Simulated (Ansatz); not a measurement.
# Zr3C2Cl2 MXene sheet: electron–phonon coupling and resistivity

Wanted: the electron–phonon coupling λ, α²F(ω) and the phonon-limited resistivity of Zr3C2Cl2 MXene sheet, on meshes from cheap to dear.

Calculated with Ansatz 0.2.0; DFT PBE, scalar-relativistic, plane waves, PAW.

This is a report of a sequence of runs, with most program output left out.

**1. The starting structure**

The cell holds 7 atoms: 2 Cl, 3 Zr and 2 C. Cell: a = 3.300 Å, b = 3.300 Å, c = 19.700 Å, α = 90.0°, β = 90.0°, γ = 120.0°. Vacuum lies along c.

Coordinates:

```cif
data_structure
_symmetry_space_group_name_H-M 'P 1'
_symmetry_Int_Tables_number 1
_cell_length_a 3.3000
_cell_length_b 3.3000
_cell_length_c 19.7000
_cell_angle_alpha 90.000
_cell_angle_beta 90.000
_cell_angle_gamma 120.000
_cell_volume 185.79
loop_
_atom_site_label
_atom_site_type_symbol
_atom_site_fract_x
_atom_site_fract_y
_atom_site_fract_z
_atom_site_occupancy
Cl1 Cl 0.00000 0.00000 0.32995 1
Zr2 Zr 0.33333 0.66667 0.38325 1
C3 C 0.66667 0.33333 0.44162 1
Zr4 Zr 0.00000 0.00000 0.50000 1
C5 C 0.33333 0.66667 0.55838 1
Zr6 Zr 0.66667 0.33333 0.61675 1
Cl7 Cl 0.00000 0.00000 0.67005 1
```

**2. Rough relaxation**

Large forces or a large pressure at the start call for a first relaxation with loose thresholds.

The input, input.yaml:

```yaml
crystal:
  lattice:
    - [3.3, 0.0, 0.0]
    - [-1.65, 2.85788, 0.0]
    - [0.0, 0.0, 19.7]
  atoms:
    - { symbol: Cl, position: [0.0, 0.0, 0.32994924] }
    - { symbol: Zr, position: [0.33333333, 0.66666667, 0.38324873] }
    - { symbol: C, position: [0.66666667, 0.33333333, 0.44162437] }
    - { symbol: Zr, position: [0.0, 0.0, 0.5] }
    - { symbol: C, position: [0.33333333, 0.66666667, 0.55837563] }
    - { symbol: Zr, position: [0.66666667, 0.33333333, 0.61675127] }
    - { symbol: Cl, position: [0.0, 0.0, 0.67005076] }
  periodic: [true, true, false]
kpoints:
  mp_grid: { grid: [9, 9, 1] }
hamiltonian:
  xc: pbe
scf:
  occupations: { method: gaussian, width: 0.1 }
output:
  forces: true
  stress: true
  eigenvalues: true
relax:
  adjacent_minimum: "off"
  f_tol: 0.05
  max_steps: 80
  cell: { stress_2d_tol: 0.02 }
```

Run with:

```bash
> ansatz run input.yaml --threads 4 --pin off --max-ram 16384MiB --backend cpu --events-out ev --progress --plain --runs-dir out
```

It took 20 s on 4 threads of Arm Neoverse V1, shared host; peak memory 0.77 GiB.

The run ended with an error.

The program's message: “this geometry's ions and any external_charges that add to its thickness leave 10.34 Å inside the cut of a slab, less than keeps its energies, forces and levels apart from the length of the vector that …”

**3. Relaxing cell and atoms**

The structure is brought to rest under this functional.

The input, input.yaml:

```yaml
crystal:
  lattice:
    - [3.4248815642, 0.0, 0.0]
    - [-1.7124407821, 2.9660344396, 0.0]
    - [0.0, 0.0, 37.199999888]
  atoms:
    - { symbol: Cl, position: [0.0, 0.0, 0.1590421202] }
    - { symbol: Zr, position: [0.3333333333, 0.6666666667, 0.2021434671] }
    - { symbol: C, position: [0.6666666667, 0.3333333333, 0.2307633756] }
    - { symbol: Zr, position: [0.0, 0.0, 0.264784947] }
    - { symbol: C, position: [0.3333333333, 0.6666666667, 0.2988065184] }
    - { symbol: Zr, position: [0.6666666667, 0.3333333333, 0.327426427] }
    - { symbol: Cl, position: [0.0, 0.0, 0.3705277739] }
  periodic: [true, true, false]
kpoints:
  mp_grid: { grid: [9, 9, 1] }
hamiltonian:
  xc: pbe
scf:
  occupations: { method: gaussian, width: 0.1 }
output:
  forces: true
  stress: true
  eigenvalues: true
relax:
  adjacent_minimum: "off"
  f_tol: 0.005
  max_steps: 80
  cell: { stress_2d_tol: 0.02 }
```

It took 31 s on 4 threads; peak memory 0.9 GiB; 2 min of CPU time.

The steps of the relaxation:

```csv
step,energy less that of the first step (eV),largest force component (eV/Å),volume (Å³)
1,0.0000,1.9754,401.60
2,-0.6086,0.7308,407.29
3,-0.7806,0.1562,402.28
4,-0.7836,0.0917,400.55
5,-0.7842,0.0494,400.07
6,-0.7844,0.0012,399.84
7,-0.7841,0.0013,399.84
```

The log counts 1 steps on a newly chosen plane-wave basis, not all of them marked here; energy and pressure can jump at such steps.

```csv
cell as run,before,after,change
a (Å),3.425,3.417,-0.2 %
b (Å),3.425,3.417,-0.2 %
```

The atoms that moved most (Å, along periodic axes as changes of fractional coordinates times the final cell, across vacuum about the mean position):

```csv
atom,dx,dy,dz,length
Cl7,0.000,0.000,0.397,0.397
Cl1,0.000,0.000,-0.397,0.397
Zr2,0.000,0.000,-0.184,0.184
Zr6,0.000,0.000,0.184,0.184
C3,0.000,0.000,-0.137,0.137
C5,0.000,0.000,0.137,0.137
```

This step gave:

| Quantity | Value |
| --- | --- |
| metallic on mesh | yes |
| gap on the k-mesh | 0 eV |

The relaxation ends with a largest force component of 0.0013 eV/Å.

**4. Relaxing tightly for phonons**

Residual forces and stress shift phonon frequencies, so the cell is relaxed again, with tight thresholds and the mesh and smearing of this input.

The input, input.yaml:

```yaml
crystal:
  lattice:
    - [3.4173363296, 0.0, 0.0]
    - [-1.7086681648, 2.9595000747, 0.0]
    - [0.0, 0.0, 39.5345325879]
  atoms:
    - { symbol: Cl, position: [0.0, 0.0, 0.139617184] }
    - { symbol: Zr, position: [0.3333333333, 0.6666666667, 0.18554125] }
    - { symbol: C, position: [0.6666666667, 0.3333333333, 0.2136673481] }
    - { symbol: Zr, position: [0.0, 0.0, 0.2491492717] }
    - { symbol: C, position: [0.3333333333, 0.6666666667, 0.2846311952] }
    - { symbol: Zr, position: [0.6666666667, 0.3333333333, 0.3127572933] }
    - { symbol: Cl, position: [0.0, 0.0, 0.3586813593] }
  periodic: [true, true, false]
kpoints:
  mp_grid: { grid: [9, 9, 1] }
hamiltonian:
  xc: pbe
scf:
  occupations: { method: methfessel_paxton, width: 0.2 }
output:
  forces: true
  stress: true
  eigenvalues: true
relax:
  adjacent_minimum: "off"
  f_tol: 0.001
  max_steps: 60
  cell: { stress_2d_tol: 0.002 }
```

The job ended after 22 s (4 threads; peak memory 0.92 GiB).

Little changed from the start: no atom moved by 0.005 Å and no cell edge by 0.1 %.

**5. Phonons by linear response: q 2×2×1, k 6×6×1**

Couplings are defined for a stable lattice alone, so phonons come first.

The input, input.yaml:

```yaml
crystal:
  lattice:
    - [3.4173081717, 0.0, 0.0]
    - [-1.7086540859, 2.9594756893, 0.0]
    - [0.0, 0.0, 41.1211995545]
  atoms:
    - { symbol: Cl, position: [0.0, 0.0, 0.134239447] }
    - { symbol: Zr, position: [0.3333333333, 0.6666666667, 0.1783832278] }
    - { symbol: C, position: [0.6666666667, 0.3333333333, 0.2054336872] }
    - { symbol: Zr, position: [0.0, 0.0, 0.2395358138] }
    - { symbol: C, position: [0.3333333333, 0.6666666667, 0.2736379404] }
    - { symbol: Zr, position: [0.6666666667, 0.3333333333, 0.3006883998] }
    - { symbol: Cl, position: [0.0, 0.0, 0.3448321806] }
  periodic: [true, true, false]
kpoints:
  mp_grid: { grid: [6, 6, 1] }
hamiltonian:
  xc: pbe
scf:
  occupations: { method: methfessel_paxton, width: 0.2 }
output:
  eigenvalues: true
phonons:
  method: dfpt
  qmesh: [2, 2, 1]
  temperatures: { t_max: 1000, t_step: 50 }
  qpath:
    path:
      - [0.0, 0.0, 0.0]
      - [0.5, 0.0, 0.0]
      - [0.33333333, 0.33333333, 0.0]
      - [0.0, 0.0, 0.0]
    npoints: 10
```

The job ended after 5.5 min (4 threads; peak memory 1.5 GiB; 20 min of CPU time).

Numbers from this step:

```yaml
zero_point_energy: 0.3815 eV/cell
share_of_imaginary_modes_in_the_plain_interpolation_between_solved_wavevectors: 0
highest_frequency_solved_or_plainly_interpolated: 582.2 cm⁻¹
```

Solved on the 2×2×1 mesh alone; all other wavevectors are interpolated. The phonon branches at the labelled points (cm⁻¹):

```csv
point,branch 1,branch 2,branch 3,branch 4,branch 18,branch 19,branch 20,branch 21
Γ,0,0,0,94,552,560,560,582
halfway,110,115,134,135,543,555,557,570
M,155,159,164,176,533,556,561,580
halfway,163,165,168,172,538,558,559,575
K,164,171,171,183,545,558,558,570
halfway,124,131,136,153,545,548,564,567
Γ,0,0,0,94,552,560,560,582
```

Among the solved wavevectors the lowest mode, translations apart, is 93.7 cm⁻¹, so these are real on this k mesh.

**6. Resistivity: q 2×2×1, k 6×6×1, scattering 8×8×1**

A first run on coarse meshes.

Edit input.yaml of step 5 so:

```diff
@@ -33 +33,6 @@
     npoints: 10
+  electrical_resistivity:
+    mesh: [8, 8, 1]
+    temperatures: [20.0, 50.0, 77.0, 100.0, 150.0, 200.0, 300.0, 400.0, 600.0, 800.0]
+  superconductivity: { mesh: [8, 8, 1], eliashberg_equations: false }
+  electron_occupations: "off"
```

Wall time 5.8 min (4 threads); peak memory 2.7 GiB; 21 min of CPU time.

Numbers from this step:

```yaml
cell_height: 41.12 Å
sheet_resistance_300k: 158.6 Ω/square, mean in the plane
resistivity_at_300_k: 65.2 μΩ cm, mean of the axes, of the whole cell with its vacuum
coupling_constant_lambda: 0.6887
density_of_states_at_the_fermi_level: 1.864 states/eV a spin and cell
log_mean_phonon_energy_omega_log: 36.67 meV
transport_coupling_constant_lambda_tr: 0.9019, 0.9019, 0 (xx, yy, zz)
drude_plasma_energy: 4.469, 4.469, 0 eV (xx, yy, zz), of the whole cell with its vacuum
second_moment_phonon_energy_omega: 47.17 meV
```

Solved on the 2×2×1 mesh alone; all other wavevectors are interpolated. The phonon branches at the labelled points (cm⁻¹):

(Unchanged from step 5.)

The Eliashberg function α²F has structure finer than the step of the table below, so its rows give means over 2 meV, whole bins alone (the curve runs from 0.282 to 71.9 meV). Peaks (meV: height): α²F 27.3: 1.08, 29.0: 1.04, 59.5: 0.745, 68.5: 1.65, 69.6: 2.19, 70.8: 3.98; α²F tr 27.3: 1.64, 29.0: 2.36, 59.5: 1.30, 68.5: 2.35, 70.8: 7.37.

The Eliashberg function α²F by phonon energy; means over each step:

```csv
phonon energy (meV),α²F,α²F tr
4,2.6e-4,1.9e-4
6,7.5e-4,4.9e-4
8,0.00186,0.00127
10,0.00411,0.00277
12,0.00982,0.00587
14,0.0133,0.00799
16,0.0235,0.0146
18,0.0718,0.0943
20,0.247,0.284
22,0.444,0.517
24,0.301,0.425
26,0.294,0.391
28,0.566,0.989
30,0.257,0.432
32,0.160,0.113
34,0.134,0.139
36,0.0346,0.0444
38,0.0501,0.0807
40,0.00149,0.00185
42,0,0
44,0,0
46,0,0
48,0,0
50,0,0
52,0,0
54,0,0
56,0,0
58,0.0347,0.0384
60,0.515,0.794
62,0.113,0.0954
64,0.141,0.133
66,0.175,0.189
68,0.784,0.976
70,1.85,2.35
```

Of the whole cell with its vacuum, so only the sheet resistance is a property of the layer; the means are those of the plane. Resistivity, by row:

```csv
T (K),ρ_xx (μΩ cm),ρ_yy,ρ_zz,"ρ by Ziman's lowest order, mean","ρ by relaxation times, mean",within 2 % of the coarser mesh
20,0.001167,0.001167,-,0.001999,0.001386,no
50,0.2775,0.2775,-,0.4619,0.2909,no
77,1.888,1.888,-,2.669,1.897,no
100,4.72,4.72,-,6.032,4.605,no
150,14.81,14.81,-,16.94,13.94,no
200,29.01,29.01,-,31.7,26.98,no
300,65.2,65.2,-,68.34,60.36,no
400,105.5,105.5,-,109,97.76,no
600,185.1,185.1,-,190.4,171.7,no
800,257.8,257.8,-,267.2,239.1,no
```

The cell's resistivity over its height. Table of sheet resistance, along x by temperature:

```csv
temperature (K),"sheet resistance, along x (Ω/square)"
20,0.00284
50,0.675
77,4.59
100,11.5
150,36.0
200,70.5
300,159
400,257
600,450
800,627
```

Some points of the scattering mesh along the symmetry lines, up to three branches each (those of largest λ), at most 39 rows; the frequencies are those of the scattering step, which can differ from the solved and plainly interpolated ones; single rows converge slowly. Mode couplings:

```csv
q1,q2,q3,branch,ħω (meV),λ_q,half width (meV)
0.25,0,0,12,26.09,0.0283,0.113
0.25,0,0,17,66.31,0.012,0.31
0.25,0,0,21,70.68,0.0229,0.671
0.375,0,0,6,21.74,0.0367,0.102
0.375,0,0,19,68.93,0.0336,0.934
0.375,0,0,21,71.54,0.0405,1.21
0.375,0.25,0,3,21.14,0.121,0.316
0.375,0.25,0,20,69.46,0.198,5.58
0.375,0.25,0,21,70.83,0.127,3.74
0.25,0.25,0,6,23.24,0.293,0.927
0.25,0.25,0,12,29.22,0.416,2.08
0.25,0.25,0,21,70.66,0.394,11.5
```

The Eliashberg function α²F has structure finer than the step of the table below, so its rows give means over 2.5 meV, whole bins alone (the curve runs from 0.282 to 71.9 meV). Peaks (meV: height): α²F 27.35: 1.08, 68.51: 1.65, 69.64: 2.19, 70.77: 3.98; Cl 22.84: 0.288, 27.35: 0.513, 29.04: 0.452, 33.55: 0.109; Zr 22.27: 0.315, 27.35: 0.558, 29.04: 0.575, 33.55: 0.224; C 59.49: 0.677, 68.51: 1.61, 69.64: 2.15, 70.77: 3.89.

Eliashberg function α²F against phonon energy; means over each step:

```csv
phonon energy (meV),α²F,Cl,Zr,C
2.5,7.6e-5,0,3.9e-5,0
5.0,4.7e-4,7.6e-5,3.4e-4,6.6e-6
7.5,0.00152,2.9e-4,0.00116,9.5e-5
10.0,0.00442,7.8e-4,0.00337,2.4e-4
12.5,0.0106,0.00234,0.00772,4.9e-4
15.0,0.0175,0.00499,0.0120,5.6e-4
17.5,0.0515,0.0171,0.0336,8.0e-4
20.0,0.238,0.0774,0.158,0.00203
22.5,0.450,0.218,0.229,0.00270
25.0,0.209,0.0869,0.120,0.00176
27.5,0.532,0.246,0.282,0.00428
30.0,0.298,0.123,0.172,0.00265
32.5,0.176,0.0611,0.113,0.00214
35.0,0.0476,0.0190,0.0277,8.2e-4
37.5,0.0536,0.0279,0.0243,0.00137
40.0,0.00237,0.00105,0.00121,9.9e-5
42.5,0,0,0,0
45.0,0,0,0,0
47.5,0,0,0,0
50.0,0,0,0,0
52.5,0,0,0,0
55.0,0,0,0,0
57.5,0.0111,7.7e-6,5.0e-4,0.0106
60.0,0.451,2.7e-4,0.0326,0.419
62.5,0.123,8.7e-5,0.00313,0.119
65.0,0.103,3.3e-5,0.00282,0.0996
67.5,0.582,2.9e-4,0.0168,0.565
70.0,1.93,0.00146,0.0421,1.89
```

λ by element:

```csv
share in the modes' patterns,λ
Cl,0.1751
Zr,0.2471
C,0.2665
```

λ by pair of elements:

```csv
motions of the sites of,λ
Cl-Cl,0.06588
Cl-Zr,-0.006406
Cl-C,-0.04033
Zr-Zr,0.5039
Zr-C,-0.241
C-C,0.4067
```

Largest shares of lambda; single rows converge slowly. Strongest modes:

```csv
q1,q2,q3,star,branch,ħω (meV),λ_q,half width (meV)
0.25,0.25,0,6,12,29.22,0.4164,2.082
0.25,0.25,0,6,21,70.66,0.3938,11.51
0.125,0.375,0,12,21,71.46,0.1496,4.473
0.25,0.25,0,6,6,23.24,0.2931,0.9268
0.25,0.25,0,6,10,27.08,0.2825,1.213
0.125,0.375,0,12,5,22.53,0.1358,0.4038
0.125,0.375,0,12,10,27.34,0.108,0.4726
0,0.125,0,6,16,59.52,0.2069,4.292
```

300 K. Table of cumulative share of the conductivity, along x by mean free path:

```csv
mean free path (nm),"cumulative share of the conductivity, along x"
2.51,0.00915
2.82,0.0134
3.16,0.0244
3.55,0.0489
3.98,0.0557
4.47,0.0701
5.01,0.0844
5.62,0.103
6.31,0.128
7.08,0.142
7.94,0.154
8.91,0.226
10,0.282
11.2,0.367
12.6,0.438
14.1,0.508
15.8,0.569
17.8,0.876
```

Resistivity by mesh:

```csv
mesh,T (K),mean rho (μΩ cm)
8x8x1,20,0.001167
8x8x1,300,65.2
8x8x1,800,257.8
4x4x1,20,0.001508
4x4x1,300,184.9
4x4x1,800,574.2
```

The modes has structure finer than the step of the table below, so its rows give means over 25 cm⁻¹, whole bins alone (the curve runs from -10 to 610 cm⁻¹). Peaks (cm⁻¹: height): C 488.8: 0.0463, 559.0: 0.136; Cl 177.1: 0.0643, 219.9: 0.0617; Zr 165.4: 0.0878, 200.4: 0.0855, 251.1: 0.0536.

Phonopy on the run's constants, 19x19x1 mesh, Gaussian sigma 4.4 cm⁻¹. The modes by wavenumber; means over each step; values in 1/cm⁻¹/cell:

```csv
wavenumber (cm⁻¹),C,Cl,Zr
25,1.2e-4,3.8e-4,0.00143
50,2.3e-4,7.8e-4,0.00288
75,3.3e-4,0.00129,0.00472
100,5.5e-4,0.00396,0.00985
125,8.1e-4,0.00969,0.0198
150,0.00120,0.0322,0.0522
175,0.00120,0.0600,0.0738
200,9.3e-4,0.0450,0.0732
225,6.3e-4,0.0409,0.0426
250,4.9e-4,0.0201,0.0410
275,5.3e-4,0.0162,0.0219
300,4.2e-4,0.00824,0.00810
325,8.9e-5,9.6e-4,0.00101
350,0,0,0
375,0,0,0
400,0,0,0
425,0,0,0
450,1.5e-4,2.0e-7,4.6e-6
475,0.0234,2.9e-5,0.00123
500,0.0296,2.0e-5,0.00111
525,0.0271,1.0e-5,7.4e-4
550,0.0980,5.1e-5,0.00290
575,0.0540,5.4e-5,0.00139
```

Some states were left unconverged by the eigensolver. By its own test the run is not converged in the mesh. λ = 0.689 and 159 Ω per square at 300 K. The run's own test puts 184 % between its two finest meshes on the component of the resistivity at 300 K that moves most, so it is not converged. By the run's own test λ moves by 28 % between its two finest scattering meshes.

**7. Resistivity: q 3×3×1, k 9×9×1, scattering 12×12×1**

The next rung changes the q mesh, which sets the reach of the force constants and couplings; the k mesh of the density and its response; the scattering mesh, which samples the Fermi surface.

Edit input.yaml of step 6 so:

```diff
@@ -15,3 +15,3 @@
 kpoints:
-  mp_grid: { grid: [6, 6, 1] }
+  mp_grid: { grid: [9, 9, 1] }
 hamiltonian:
@@ -24,3 +24,3 @@
   method: dfpt
-  qmesh: [2, 2, 1]
+  qmesh: [3, 3, 1]
   temperatures: { t_max: 1000, t_step: 50 }
@@ -34,5 +34,4 @@
   electrical_resistivity:
-    mesh: [8, 8, 1]
+    mesh: [12, 12, 1]
     temperatures: [20.0, 50.0, 77.0, 100.0, 150.0, 200.0, 300.0, 400.0, 600.0, 800.0]
-  superconductivity: { mesh: [8, 8, 1], eliashberg_equations: false }
-  electron_occupations: "off"
+  superconductivity: { mesh: [12, 12, 1] }
```

Wall time 22 min (4 threads); peak memory 12 GiB.

The run ended with an error.

The program's message: “memory limit exceeded: the `electron-phonon scattering` phase needs 19.77 GiB against the run's memory maximum of 15.84 GiB; largest carriers: states on the mesh 17.23 GiB, wavevectors in flight 0.71 …”

The scattering step needs more memory than the run was given, so this mesh is out of reach here.

**8. Results**

```yaml
run: PBE, q 2×2×1, k 6×6×1, scattering 8×8×1
coupling_constant_lambda: 0.689
log_mean_phonon_energy_omega_log: 36.7 meV
states_at_the_fermi_level: 1.86 states/eV/spin/cell
sheet_resistance_at_300_k: 159 Ω per square
change_between_its_two_finest_scattering_meshes: λ 28 %, resistivity at 300 K 184 %
time_of_that_run: 5.8 min
```

What this shows: On the last rung that gave a resistivity at the base settings (q 2×2×1, k 6×6×1, scattering 8×8×1), Zr3C2Cl2 MXene sheet has λ = 0.69 and a phonon-limited sheet resistance of 159 Ω per square at 300 K. The coupling constant from the curve is λ = 0.68; modes below 29.6 meV give half. The coupling is moderate (λ = 0.69), so phonons raise the electrons' mass at the Fermi surface by about 69 %, if this value holds on finer meshes. By the run's own test λ moves by 28 % between the two scattering meshes. Values of ρ(T) under 50 K rest on the softest modes, mostly interpolated ones, and are the least sure of the table. The high-temperature form ρ = 2π k_B T λ_tr/(ħ ε₀ ω_p²) gives 54.5 μΩ cm along x at 300 K, against 65.2 from the Boltzmann equation. By their share in the modes' patterns, C atoms take 39 % of λ. The three lowest branches give 11 % of λ. By the run's own test, which takes the component that moves most, the resistivity at 300 K moves by 184 % between its two finest scattering meshes, so it is not converged. In the run quoted no mode is imaginary at the wavevectors of the 2×2×1 mesh; wavevectors off that mesh are interpolated. Only scattering by harmonic phonons counts; impurities, grain boundaries and thermal expansion are left out. The resistivity belongs to the whole cell, vacuum included; the sheet resistance is the quantity that does not depend on the vacuum. The phonon runs are not spin-polarised. The c of the given cell is the typed one; the program laid its own vacuum and ran the layer in a cell 41.1 Å high. The structure was built by hand as an ordered model, and its stability against other phases was not tested.

[Logs are printed without paths, hosts, clocks, repeated set-up lines and the standing remarks that a program may print on its own settings, such as how far it seeks lower states.]

[Hosts, paths, dates, database ids (printed as entryN), source tags and the programs' standing remarks are cut or masked in the printed files.]
